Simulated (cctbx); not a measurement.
# Interatomic vectors of Tb12Co2Os5

Space group P2_1/c (no. 14), a = 8.4210 Å, b = 11.3690 Å, c = 11.1550 Å, α = 90.00°, β = 124.80°, γ = 90.00°, content Os10 Tb24 Co4.

Simulated single-crystal data (cctbx): Cu Kα, λ = 1.54184 Å, to d = 0.83 Å, 80 % of the full sphere, strongest reflection 70000 counts, noise from counting, a 4 % proportional error and a noise floor of 2 counts (s.d.); no absorption.

Patterson synthesis, origin scaled to 1000:

```text
Patterson group P 1 2/m 1
      u       v       w   height  length (A)
  0.000   0.000   0.000   1000.0     0.00
  0.000   0.500   0.500    165.2     7.96
  0.483   0.000   0.783    152.8     5.80
  0.000   0.144   0.500    136.6     5.81
  0.253   0.324   0.405    128.9     5.25
  0.012   0.230   0.236    122.1     3.67
  0.403   0.426   0.560    120.9     8.83
  0.341   0.500   0.147    117.7     6.16
  0.340   0.000   0.650    115.2     6.02
  0.349   0.107   0.235    114.0     2.86
  0.006   0.500   0.335    105.2     6.79
  0.410   0.000   0.129    104.1     2.88
  0.258   0.095   0.596    103.5     6.11
  0.267   0.500   0.014     98.6     6.08
```

**Question.** Which atom pairs make the peaks, and where is the heaviest atom?

A peak at u stands for all pairs with xi − xj = u, with weight Σ ZiZj against Σ Z² = 162076 at the origin. Peak heights follow these weights only roughly, since form factors, motion and series ripples differ, all vectors within 0.55 Å of a peak are counted as merged into it though the farther ones add only part of their weight, and F(000) is left out, which lowers the whole map:

| u | v | w | shortest length (Å) | height | 1000 ΣZiZj/ΣZ² | pairs in the cell |
| --- | --- | --- | --- | --- | --- | --- |
| 0.000 | 0.500 | 0.500 | 7.96 | 165 | 176 | 4 × Tb–Tb, 2 × Os–Os |
| 0.483 | 0.000 | 0.783 | 3.58 | 153 | 209 | 8 × Tb–Tb |
| 0.000 | 0.144 | 0.500 | 5.81 | 137 | 185 | 4 × Tb–Tb, 2 × Os–Os, 2 × Co–Co |
| 0.253 | 0.324 | 0.405 | 5.25 | 129 | 183 | 6 × Os–Tb |
| 0.012 | 0.230 | 0.236 | 3.67 | 122 | 165 | 4 × Tb–Tb, 2 × Os–Tb |
| 0.403 | 0.426 | 0.560 | 6.68 | 121 | 123 | 2 × Os–Os, 2 × Tb–Tb |
| 0.341 | 0.500 | 0.147 | 6.15 | 118 | 122 | 4 × Os–Tb |
| 0.340 | 0.000 | 0.650 | 4.62 | 115 | 122 | 4 × Os–Tb |
| 0.349 | 0.107 | 0.235 | 2.86 | 114 | 144 | 4 × Os–Tb, 2 × Tb–Co |
| 0.006 | 0.500 | 0.335 | 6.79 | 105 | 176 | 4 × Tb–Tb, 2 × Os–Os |

The table stops at ten peaks or at a height of 45, below which ripples compete. In the model behind the data Os, the heaviest element, has 3 independent sites: (0.5044, 0.1011, 0.5966), (0.0948, 0.8253, 0.5298) and (1/2, 0, 0), up to an allowed shift of origin; the Os–Os vectors are differences of these positions and their symmetry mates. Elements of similar Z can't be told apart from the map alone. The whole model:

| atom | mult. | x | y | z | Ueq (Å²) |
| --- | --- | --- | --- | --- | --- |
| Os1 | 4 | 0.5044 | 0.1011 | 0.5966 | 0.0192 |
| Os2 | 4 | 0.0948 | 0.8253 | 0.5298 | 0.0168 |
| Os3 | 2 | 1/2 | 0 | 0 | 0.0200 |
| Tb1 | 4 | 0.7411 | 0.5669 | 0.8073 | 0.0171 |
| Tb2 | 4 | 0.7531 | 0.1977 | 0.1770 | 0.0216 |
| Tb3 | 4 | 0.2365 | 0.5749 | 0.5902 | 0.0231 |
| Tb4 | 4 | 0.2281 | 0.2975 | 0.4613 | 0.0222 |
| Tb5 | 4 | 0.1564 | 0.4999 | 0.8523 | 0.0189 |
| Tb6 | 4 | 0.4983 | 0.6590 | 0.1540 | 0.0201 |
| Co1 | 4 | 0.9045 | 0.6919 | 0.3432 | 0.0273 |

This is a model crystal, built by substitution and not relaxed, with assumed displacement parameters.

[Logs are printed without paths, hosts, clocks, repeated set-up lines and the standing remarks that a program may print on its own settings, such as how far it seeks lower states.]
